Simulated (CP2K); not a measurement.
The C K edge of carboxyoxirane was computed by TDDFT (CP2K XAS_TDP, aug-cc-pVDZ, TDA) at these levels: PBEh(45%), PBEh(45%) + GW2X and PBEh(60%). The first three lines of C2 (bonded to C and 2 O) with a strength over 0.0015, energy in eV and strength:

```tsv
run	first	second	third
1	283.34 (0.074)	288.17 (0.004)	289.55 (0.002)
2	290.18 (0.072)	295.01 (0.004)	296.39 (0.002)
3	286.94 (0.083)	293.16 (0.015)	294.46 (0.009)
```

**Question.** Which run is which?

Run 1: PBEh(45%) (45 % exact exchange). Run 2: PBEh(45%) + GW2X (45 % exact exchange). Run 3: PBEh(60%) (60 % exact exchange). Self-interaction lifts the core level, so the uncorrected lines rise with the share of exact exchange. The GW2X run keeps the spacings of its parent: 4.83 eV between the first two lines in run 2, 4.83 eV in run 1. Its shift is +6.84 eV, since the Kohn–Sham level at this share of exchange lies that far above the quasiparticle level.

[Banner, clock and machine lines of the logs are left out without a mark of their own.]

[Logs are printed without paths, hosts, clocks, repeated set-up lines and the standing remarks that a program may print on its own settings, such as how far it seeks lower states.]

[Hosts, paths, dates, database ids (printed as entryN), source tags and the programs' standing remarks are cut or masked in the printed files.]
